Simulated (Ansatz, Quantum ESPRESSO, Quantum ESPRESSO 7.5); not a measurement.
## 1T-PbBrI, 1 layer in an electric field

Wanted: polarisability and gap of 1T-PbBrI, 1 layer against a perpendicular field.

Calculated with Quantum ESPRESSO 7.5; plane-wave DFT, PBE, PseudoDojo norm-conserving pseudopotentials (geometry and cross-check by Ansatz 0.2.0 with PAW datasets; geometry under PBE).

## 1. Set-up

The cell holds 3 atoms: 1 I, 1 Pb and 1 Br. Its edges and angles: a = 4.142 Å, b = 4.142 Å, c = 19.488 Å, α = 90.0°, β = 90.0°, γ = 120.0°. It derives from PbBrI. Vacuum lies along c.

Structure file:

```cif
data_structure
_symmetry_space_group_name_H-M 'P 1'
_symmetry_Int_Tables_number 1
_cell_length_a 4.1424
_cell_length_b 4.1424
_cell_length_c 19.4879
_cell_angle_alpha 90.000
_cell_angle_beta 90.000
_cell_angle_gamma 120.000
_cell_volume 289.60
loop_
_atom_site_label
_atom_site_type_symbol
_atom_site_fract_x
_atom_site_fract_y
_atom_site_fract_z
_atom_site_occupancy
I1 I 0.66667 0.33333 0.43617 1
Pb2 Pb 0.00000 0.00000 0.51059 1
Br3 Br 0.33333 0.66667 0.56383 1
```

This sheet is a model structure: its symmetry is held, and its stability is not tested here.

## 2. Geometry from Ansatz

A relaxation in Ansatz fixes the structure of this slab for the runs on it.

input.yaml reads:

```yaml
crystal:
  lattice:
    - [4.142421, 0.0, 0.0]
    - [-2.0712105, 3.5874418192, 0.0]
    - [0.0, 0.0, 19.4878610294]
  atoms:
    - { symbol: I, position: [0.6666666667, 0.3333333333, 0.436168956] }
    - { symbol: Pb, position: [0.0, 0.0, 0.5105888465] }
    - { symbol: Br, position: [0.3333333333, 0.6666666667, 0.563831044] }
kpoints:
  mp_grid: { grid: [6, 6, 1] }
hamiltonian:
  xc: pbe
scf:
  occupations: { method: fermi_dirac, width: 0.05 }
  convergence: { dr2_threshold: 1.0e-08 }
efield:
  axis: 3
  dipole_correction: true
  ramp_position: 0.97
  ramp_width: 0.04
relax:
  f_tol: 0.01
  cell: { fix: [c, alpha, beta] }
output:
  write_potential: true
  write_density: true
  volumetric_format: npy
```

Launch:

```
ansatz run input.yaml --threads 4 --pin off --max-ram 8192MiB --backend cpu --events-out ev --progress --plain --runs-dir out
```

Numbers of over 12 decimals in the logs are rounded to 6 here.

Output:

```text
Warning: relax.cell: scf.convergence.dr2_threshold = 1e-8 eV is looser than the 3e-10 eV advised for a relaxation that steers and ends on the stress (1e-10 eV for each atom of the cell: 3). What an SCF threshold leaves in a stress goes as its square root, and in the free energy as the threshold itself, and one threshold admits the most on a small cell: [figures from the program's tests cut] Set scf.convergence.dr2_threshold to 3e-10 eV or tighter. The threshold is an SCF's pass mark: one that does not reach it within its budget of iterations ends unconverged, or closes short of it on a stop that the run arms, and scf.convergence.dr2_threshold's page says what that costs each kind of run
Engine: ansatz 0.2.0, aarch64-unknown-linux-gnu
Pseudopotentials: kind: paw
Pseudopotential: I, paw, valence charge 17, recommended cutoff 420 eV (normal), I.paw.azcp
Pseudopotential: Pb, paw, valence charge 14, recommended cutoff 420 eV (normal), Pb.paw.azcp
Pseudopotential: Br, paw, valence charge 7, recommended cutoff 420 eV (normal), Br.paw.azcp
Functional definition: PBE
  parameter kappa = 0.804
  parameter beta = 0.066725
  exchange = pbe_x(kappa = kappa, mu = beta*pi^2/3)
  correlation = pbe_c(beta = beta)
Crystal: 3 atoms, lattice volume = 289.603 Å³
Basis set: ecut = 420 eV, 5609 PW (Γ), exchange–correlation on 60×60×270 points (8 copies of the dense FFT grid, shifted against one another)
Bands: 23, of which v1, the nominal top of the filled ones, is band 19 counted from 1 (18 counted from 0)
Symmetry: 6 space group operations
Space group: P3m1 (ITA 156), of the structure as read, at distance tolerance 6.6e-5 Å
k-points: 7 of 36 (time reversal used)
Non-local potential: I, projectors of the file, l = 0: 2, l = 1: 2, l = 2: 2, l = 3: 2
Non-local potential: Pb, projectors of the file, l = 0: 2, l = 1: 2, l = 2: 2, l = 3: 2
Non-local potential: Br, projectors of the file, l = 0: 2, l = 1: 2, l = 2: 2
PAW form: soft (Blöchl's): semilocal exchange-correlation on the pseudo side does not see the compensation charge
PAW one-centre angular grid: I, 590 points (default); XC on 64 Gauss nodes
PAW one-centre angular grid: Pb, 590 points (default); XC on 64 Gauss nodes
PAW one-centre angular grid: Br, 110 points (default); XC on 64 Gauss nodes
Initial density: superposition of atomic densities (neutral atoms: chi_scale 0, normalization atom), corrected by the library's trained network
Initial wavefunctions: pseudopotential atomic-orbital guess
Functional: x = pbe(κ = 0.804, μ = 0.219515), c = pbe(β = 0.066725)
SCF iter   1: F=—  HF=-22201.338360 eV  |F-HF|=—  |Δ(HF+E_count)|=         —  Δρ=1.32e-3  dr2=1.19e-2  ethr=1.77e-3  p=0.022 e·Å  D=1.39e-2 V/Å  ΔV_dip=-0.27 eV  dr2_dipole=2.30e-5  V_vac-E_F(+/−)=3.74/4.01 eV  ⟨swp⟩=11.6  Hψ=1156  notcnv=0
efield: sawtooth ramp at fractional position 0.9700 (set: `efield.ramp_position`, or a place that a band, a saddle search or an elastic batch's reference lends), width 0.0400; the density the first Hamiltonian is built on has a dipole p = 0.022 e·Å; the dipole correction subtracts the counter field D = 1.39e-2 V/Å, which shifts the + side's vacuum level by -0.27 eV against the − side's; the planar-averaged density in the ramp window peaks in size at 1.8e-5 e/Å³
preconditioner: auto → Resta (q_TF=auto, 1.945 Å⁻¹)  ε∞=1.6  [insulator: Δε(μ)=1.390 eV  Ē_g=14.482 eV  σ=0.050 eV  W_gap=1.00  n_scr=42 (ndim 8)  ℏωp=11.5 eV  f_vac=0.686  D(μ)=0.00/eV (n_scr^D=0)  ε∞_Penn≈1.6  vacuum switching on, ρ_ref=1.5e-2 e/Å³]
SCF iter   2: F=—  HF=-22201.338285 eV  |F-HF|=—  |Δ(HF+E_count)|=   7.48e-5  Δρ=6.34e-4  dr2=3.18e-3  ethr=3.14e-5  p=0.019 e·Å  D=1.21e-2 V/Å  ΔV_dip=-0.24 eV  dr2_dipole=4.79e-4  V_vac-E_F(+/−)=3.91/4.14 eV  ⟨swp⟩=3.4  Hψ=445  notcnv=0
SCF iter   3: F=—  HF=-22201.338269 eV  |F-HF|=—  |Δ(HF+E_count)|=   1.60e-5  Δρ=3.98e-4  dr2=1.18e-3  ethr=8.36e-6  p=0.028 e·Å  D=1.77e-2 V/Å  ΔV_dip=-0.34 eV  dr2_dipole=1.53e-4  V_vac-E_F(+/−)=3.86/4.21 eV  ⟨swp⟩=3.0  Hψ=285  notcnv=0
SCF iter   4: F=—  HF=-22201.338473 eV  |F-HF|=—  |Δ(HF+E_count)|=   2.04e-4  Δρ=1.96e-4  dr2=2.88e-4  ethr=3.09e-6  p=0.024 e·Å  D=1.51e-2 V/Å  ΔV_dip=-0.29 eV  dr2_dipole=5.83e-5  V_vac-E_F(+/−)=3.90/4.19 eV  ⟨swp⟩=3.3  Hψ=333  notcnv=0
SCF iter   5: F=—  HF=-22201.338598 eV  |F-HF|=—  |Δ(HF+E_count)|=   1.25e-4  Δρ=9.79e-5  dr2=6.76e-5  ethr=7.57e-7  p=0.025 e·Å  D=1.59e-2 V/Å  ΔV_dip=-0.31 eV  dr2_dipole=1.32e-5  V_vac-E_F(+/−)=3.91/4.22 eV  ⟨swp⟩=2.0  Hψ=198  notcnv=0
SCF iter   6: F=—  HF=-22201.338661 eV  |F-HF|=—  |Δ(HF+E_count)|=   6.31e-5  Δρ=2.89e-5  dr2=6.21e-6  ethr=1.78e-7  p=0.026 e·Å  D=1.66e-2 V/Å  ΔV_dip=-0.32 eV  dr2_dipole=1.10e-6  V_vac-E_F(+/−)=3.91/4.23 eV  ⟨swp⟩=2.3  Hψ=225  notcnv=0
SCF iter   7: F=—  HF=-22201.338706 eV  |F-HF|=—  |Δ(HF+E_count)|=   4.54e-5  Δρ=4.34e-6  dr2=7.97e-8  ethr=1.63e-8  p=0.027 e·Å  D=1.68e-2 V/Å  ΔV_dip=-0.33 eV  dr2_dipole=7.90e-9  V_vac-E_F(+/−)=3.91/4.24 eV  ⟨swp⟩=2.3  Hψ=259  notcnv=0
SCF iter   8: F=-22201.338706 eV  HF=-22201.338706 eV  |F-HF|=2.02e-9  |Δ(HF+E_count)|=   1.12e-7  Δρ=7.24e-7  dr2=1.66e-9  ethr=2.63e-11  p=0.027 e·Å  D=1.68e-2 V/Å  ΔV_dip=-0.33 eV  dr2_dipole=7.22e-11  V_vac-E_F(+/−)=3.91/4.24 eV  ⟨swp⟩=8.7  Hψ=1337  notcnv=0
SCF 1 converged in 8 iterations: F = -22201.338706 eV  dr2 = 1.66e-9
  greatest PAW one-centre occupation: 0.999 electrons in one spin orbital (limit 2), on the I atom at site 0 (counted from 0), in its partial waves of l = 2
relax step   1: F+E_penalty+E_count = -22201.33870649 eV  Δ(F+E_penalty+E_count) = +0.000e0 eV  max|allowed force component| = 5.025e0 eV/Å  Δτ_max = 0.0000 Å  P = +9.320 GPa  Ω = 289.603 Å³  fix = [c, alpha, beta]  reactions: c +6.712 GPa  (8 SCF iters, accepted)
Crystal: 3 atoms, lattice volume = 299.494 Å³
Basis set: ecut = 420 eV, 5831 PW (Γ), exchange–correlation on 60×60×270 points (8 copies of the dense FFT grid, shifted against one another)
Initial density: handed on by an earlier stage of this run
Initial wavefunctions: those handed on with the density
iter 1 solved again at ethr=1.07e-4 eV; its pass at ethr=3.10e-3 eV (dr2=4.07e-2 eV) is discarded
SCF iter   1: F=—  HF=-22203.287175 eV  |F-HF|=—  |Δ(HF+E_count)|=         —  Δρ=2.73e-3  dr2=4.09e-2  ethr=1.07e-4  p=0.028 e·Å  D=1.68e-2 V/Å  ΔV_dip=-0.33 eV  dr2_dipole=4.13e-4  V_vac-E_F(+/−)=4.17/4.50 eV  ⟨swp⟩=2.0  Hψ=1180  notcnv=0
[...]
relax step   7: F+E_penalty+E_count = -22204.90090164 eV  Δ(F+E_penalty+E_count) = -8.626e-3 eV  max|allowed force component| = 1.744e-2 eV/Å  Δτ_max = 0.0524 Å  P = +0.074 GPa  Ω = 346.961 Å³  energy of the carried Pulay correction = -2.421e-3 eV  fix = [c, alpha, beta]  reactions: c +0.020 GPa  (7 SCF iters, accepted)
[...]
relax step   8: F+E_penalty+E_count = -22204.90224310 eV  Δ(F+E_penalty+E_count) = -1.341e-3 eV  max|allowed force component| = 9.497e-3 eV/Å  Δτ_max = 0.0185 Å  P = +0.014 GPa  Ω = 351.832 Å³  energy of the carried Pulay correction = -2.606e-3 eV  fix = [c, alpha, beta]  reactions: c +0.007 GPa  (7 SCF iters, accepted)
Basis set: ecut = 420 eV, 6911 PW (Γ), exchange–correlation on 64×64×270 points (8 copies of the dense FFT grid, shifted against one another)
Initial wavefunctions: pseudopotential atomic-orbital guess (no wavefunctions were taken with the density)
iter 1 solved again at ethr=1.75e-6 eV; its pass at ethr=3.10e-3 eV (dr2=6.64e-4 eV) is discarded
SCF iter   1: F=—  HF=-22204.879691 eV  |F-HF|=—  |Δ(HF+E_count)|=         —  Δρ=6.73e-4  dr2=6.43e-5  ethr=1.75e-6  p=-0.022 e·Å  D=-1.12e-2 V/Å  ΔV_dip=0.22 eV  dr2_dipole=3.81e-6  V_vac-E_F(+/−)=5.44/5.23 eV  ⟨swp⟩=3.0  Hψ=1374  notcnv=0
efield: sawtooth ramp at fractional position 0.9700 (set: `efield.ramp_position`, or a place that a band, a saddle search or an elastic batch's reference lends), width 0.0400; the density the first Hamiltonian is built on has a dipole p = -0.022 e·Å; the dipole correction subtracts the counter field D = -1.12e-2 V/Å, which shifts the + side's vacuum level by +0.22 eV against the − side's; the planar-averaged density in the ramp window peaks in size at 4.1e-6 e/Å³
preconditioner: auto → Resta (q_TF=auto, 1.883 Å⁻¹)  ε∞=1.6  [insulator: Δε(μ)=2.710 eV  Ē_g=13.080 eV  σ=0.050 eV  W_gap=1.00  n_scr=52 (ndim 8)  ℏωp=10.5 eV  f_vac=0.647  D(μ)=0.00/eV (n_scr^D=0)  ε∞_Penn≈1.6  vacuum switching on, ρ_ref=1.2e-2 e/Å³]
SCF iter   2: F=—  HF=-22204.897269 eV  |F-HF|=—  |Δ(HF+E_count)|=   1.76e-2  Δρ=3.37e-4  dr2=2.31e-5  ethr=1.69e-7  p=-0.020 e·Å  D=-1.05e-2 V/Å  ΔV_dip=0.20 eV  dr2_dipole=3.42e-6  V_vac-E_F(+/−)=5.44/5.24 eV  ⟨swp⟩=3.4  Hψ=296  notcnv=0
SCF iter   3: F=—  HF=-22204.903165 eV  |F-HF|=—  |Δ(HF+E_count)|=   5.90e-3  Δρ=1.63e-4  dr2=1.84e-5  ethr=6.08e-8  p=-0.022 e·Å  D=-1.11e-2 V/Å  ΔV_dip=0.22 eV  dr2_dipole=2.42e-6  V_vac-E_F(+/−)=5.45/5.23 eV  ⟨swp⟩=3.3  Hψ=335  notcnv=0
SCF iter   4: F=—  HF=-22204.904724 eV  |F-HF|=—  |Δ(HF+E_count)|=   1.56e-3  Δρ=8.28e-5  dr2=4.99e-6  ethr=4.84e-8  p=-0.021 e·Å  D=-1.08e-2 V/Å  ΔV_dip=0.21 eV  dr2_dipole=1.77e-6  V_vac-E_F(+/−)=5.44/5.23 eV  ⟨swp⟩=2.0  Hψ=222  notcnv=0
SCF iter   5: F=—  HF=-22204.905306 eV  |F-HF|=—  |Δ(HF+E_count)|=   5.82e-4  Δρ=3.57e-5  dr2=7.88e-7  ethr=1.31e-8  p=-0.022 e·Å  D=-1.11e-2 V/Å  ΔV_dip=0.22 eV  dr2_dipole=9.70e-8  V_vac-E_F(+/−)=5.44/5.23 eV  ⟨swp⟩=2.0  Hψ=204  notcnv=0
SCF iter   6: F=—  HF=-22204.905420 eV  |F-HF|=—  |Δ(HF+E_count)|=   1.14e-4  Δρ=9.28e-6  dr2=3.41e-8  ethr=2.07e-9  p=-0.022 e·Å  D=-1.12e-2 V/Å  ΔV_dip=0.22 eV  dr2_dipole=4.29e-9  V_vac-E_F(+/−)=5.44/5.23 eV  ⟨swp⟩=2.0  Hψ=203  notcnv=0
SCF iter   7: F=-22204.905433 eV  HF=-22204.905432 eV  |F-HF|=9.13e-7  |Δ(HF+E_count)|=   1.22e-5  Δρ=1.66e-6  dr2=2.16e-9  ethr=2.63e-11  p=-0.022 e·Å  D=-1.12e-2 V/Å  ΔV_dip=0.22 eV  dr2_dipole=8.84e-12  V_vac-E_F(+/−)=5.44/5.22 eV  ⟨swp⟩=14.4  Hψ=1322  notcnv=0
SCF 9 converged in 7 iterations: F = -22204.905433 eV  dr2 = 2.16e-9
relax step   9: F+E_penalty+E_count = -22204.90543288 eV  Δ(F+E_penalty+E_count) = -3.190e-3 eV  max|allowed force component| = 9.325e-3 eV/Å  Δτ_max = 0.0000 Å  P = +0.028 GPa  Ω = 351.832 Å³  fix = [c, alpha, beta]  reactions: c +0.008 GPa  stress off target by 3.89e-2 GPa on what of the cell is left free  SCF on the basis re-selected at this cell (its energy is not comparable with the rows above)  (7 SCF iters)
basis re-selected at this cell: Δ(F+E_penalty+E_count) = -3.190e-3 eV, ΔP = +0.015 GPa vs the last step (what re-selecting the basis moved, of the pressure what is left beyond the Pulay correction that the steps carried, after the strain that the cell walked since its last selection, with what the two solves' SCF thresholds leave and, on support functions, any second-order correction that the steps lacked; it is no measure of the basis error at this ecutwfc). The dense FFT grid was sized anew with the basis: this SCF ran on 32×32×135 points, the steps before it on 30×30×135, so part of this shift can come from that change (see relax.cell in the input reference). [rest of the remark cut]
WARN: The output density's exchange-correlation potential varies sharply where the density is thin. Do not read a vacuum level from v_tot or v_xc, or from such a field of the output density. On a cell that repeats whose density bears no net charge and no dipole along the vacuum's axis use v_es (v_loc + v_h of the components); under efield.dipole_correction with no amplitude use v_es + v_field, which holds any externa [...]
SCF converged after 7 iterations
Free energy (F): -22204.905433 eV
Harris-Foulkes:  -22204.905432 eV  (|F-HF|=9.13e-7)
Internal energy: -22204.905433 eV  (E = F + TS)
E sigma→0 (E₀):  -22204.905433 eV
Fermi energy:    -1.805540 eV
Dipole field:    D = -0.011178 V/Å  (p = -0.021733 e·Å, saw-weighted, corrected)
Work function:   Φ+ = 5.4427 eV   Φ− = 5.2249 eV
Levels:          The Fermi level and band energies are counted from a zero that moves with the ramp; work functions are not
--- Per-component energies (eV) ---
  E_band       = -788.605500
  E_kinetic    = 606.723469
  E_local      = -16569.101156  (includes V_loc(G=0)·N_el)
  E_nonlocal   = 329.220656
  E_hartree    = 7982.686161
  E_xc         = -612.657259
  E_vxc        = -363.316052  (∫ρ·V_xc dr)
  E_paw        = -17465.329978  (= ΣΔE_a)
  E_vpaw       = -757.423513  (= ΣTr[D̂ρ^β])
  E_aug_tail   = 0.000036  (compensation charges beyond the density's cutoff)
  E_efield     = 0.000121  (sawtooth field / dipole correction)
  E_vefield    = -0.082591  (∫n·V_field dr)
  E_ewald      = 3523.552517
  E_smearing   = -0.000000  (= −TS)
  E_closure    = -0.000000  (closes the sum)
  Σ components = -22204.905433   (vs F -22204.905433, Δ=0.00e0)
--- Forces (eV/Å), atoms counted from 1 ---
  atom   1  I      0.00000000     0.00000000    -0.00097240
  atom   2  Pb     0.00000000     0.00000000    -0.00835706
  atom   3  Br    -0.00000000    -0.00000000     0.00932320
  max |Σ_I F_I| component: 6.26e-6 eV/Å
--- Stress (GPa, compression-positive) ---
        0.038936       0.000000       0.000000
       -0.000000       0.038936       0.000000
        0.000000       0.000000       0.007594
  P = ⅓ Tr σ = 0.0285 GPa (0.285 kbar)
--- Band table (eV; the first three rows and the last of 7) ---
  k-point 0: bands = [... 15 lower, -4.1343, -3.5760, -3.5359, -3.5359, -0.5105, 0.6811, 0.6811, 2.8179]
  k-point 1: bands = [... 15 lower, -4.2378, -4.0068, -3.6041, -3.2578, -0.0450, 0.6980, 0.9040, 3.1839]
  k-point 2: bands = [... 15 lower, -4.6954, -3.9704, -3.7278, -3.4352, 0.1792, 1.2268, 1.3578, 3.3883]
  k-point 6: bands = [... 15 lower, -5.1810, -4.0686, -3.9242, -3.2470, 0.9064, 1.2725, 1.5350, 4.4682]
--- Relaxed structure (8 steps of the walk, 8 accepted, 1 SCFs on fresh bases) ---
  F+E_penalty+E_count = -22204.90543288 eV   max|allowed force component| = 9.325e-3 eV/Å   (the final SCF, on the basis selected at the relaxed cell)
  cell:  # Å, volume = 351.8317 Å³
    - [4.565834, 0, 0]
    - [-2.282917, 3.954128, 0]
    - [0, 0, 19.4878610294]
  atoms:
    - { symbol: I, position: [0.666667, 0.333333, 0.410161] }
    - { symbol: Pb, position: [-6.495453238761553e-19, -2.9100830575789215e-19, 0.509141] }
    - { symbol: Br, position: [0.333333, 0.666667, 0.591286] }
```

It took 10 s on 4 threads of Arm Neoverse V2, shared host; peak memory 0.62 GiB; 37 s of CPU time.

Step by step:

| step | energy less that of the first step (eV) | largest force component (eV/Å) | pressure (GPa) | volume (Å³) |
| --- | --- | --- | --- | --- |
| 1 | 0.0000 | 5.0251 | 9.32 | 289.60 |
| 2 | -1.9394 | 3.0618 | 5.51 | 299.49 |
| 3 | -2.9919 | 1.6223 | 2.92 | 307.70 |
| 4 | -3.4842 | 0.4436 | 0.78 | 320.66 |
| 5 | -3.4931 | 0.5671 | -0.21 | 333.41 |
| 6 | -3.5536 | 0.1278 | 0.08 | 339.49 |
| 7 | -3.5622 | 0.0174 | 0.07 | 346.96 |
| 8 | -3.5635 | 0.0095 | 0.01 | 351.83 |
| 9* | -3.5667 | 0.0093 | 0.03 | 351.83 |

Relaxation steps marked * repeat the geometry before them on a plane-wave basis chosen anew for their cell, so energy and pressure can jump there.

| cell as run | before | after | change |
| --- | --- | --- | --- |
| a (Å) | 4.142 | 4.566 | +10.2 % |
| b (Å) | 4.142 | 4.566 | +10.2 % |

The atoms that moved most (Å, along periodic axes as changes of fractional coordinates times the final cell, across vacuum about the mean position):

| atom | dx | dy | dz | length |
| --- | --- | --- | --- | --- |
| Br3 | 0.000 | 0.000 | 0.535 | 0.535 |
| I1 | 0.000 | 0.000 | -0.507 | 0.507 |
| Pb2 | 0.000 | 0.000 | -0.028 | 0.028 |

The relaxed structure:

```cif
data_structure
_symmetry_space_group_name_H-M 'P 1'
_symmetry_Int_Tables_number 1
_cell_length_a 4.5658
_cell_length_b 4.5658
_cell_length_c 19.4879
_cell_angle_alpha 90.000
_cell_angle_beta 90.000
_cell_angle_gamma 120.000
_cell_volume 351.83
loop_
_atom_site_label
_atom_site_type_symbol
_atom_site_fract_x
_atom_site_fract_y
_atom_site_fract_z
_atom_site_occupancy
I1 I 0.66667 0.33333 0.41016 1
Pb2 Pb 0.00000 0.00000 0.50914 1
Br3 Br 0.33333 0.66667 0.59129 1
```

Numbers from this step:

| Item | Value |
| --- | --- |
| free energy | -22204.9054 eV |
| Fermi energy | -1.806 eV |
| gap by band count | 2.713 eV |
| symmetry operations | 6 |
| dipole along the normal | -0.02173 e·Å |
| vacuum level at the upper face over a Fermi level inside the gap | 5.443 eV |
| vacuum level at the lower face over a Fermi level inside the gap | 5.225 eV |

(Continued in part 2 of 6.)

[Logs are printed without paths, hosts, clocks, repeated set-up lines and the standing remarks that a program may print on its own settings, such as how far it seeks lower states.]

[Hosts, paths, dates, database ids (printed as entryN), source tags and the programs' standing remarks are cut or masked in the printed files.]

[Maps of the electrostatic potential energy from Ansatz leave out the sawtooth potential of an applied field or a dipole correction, so their vacuum need not be flat; planar profiles and work functions include it.]
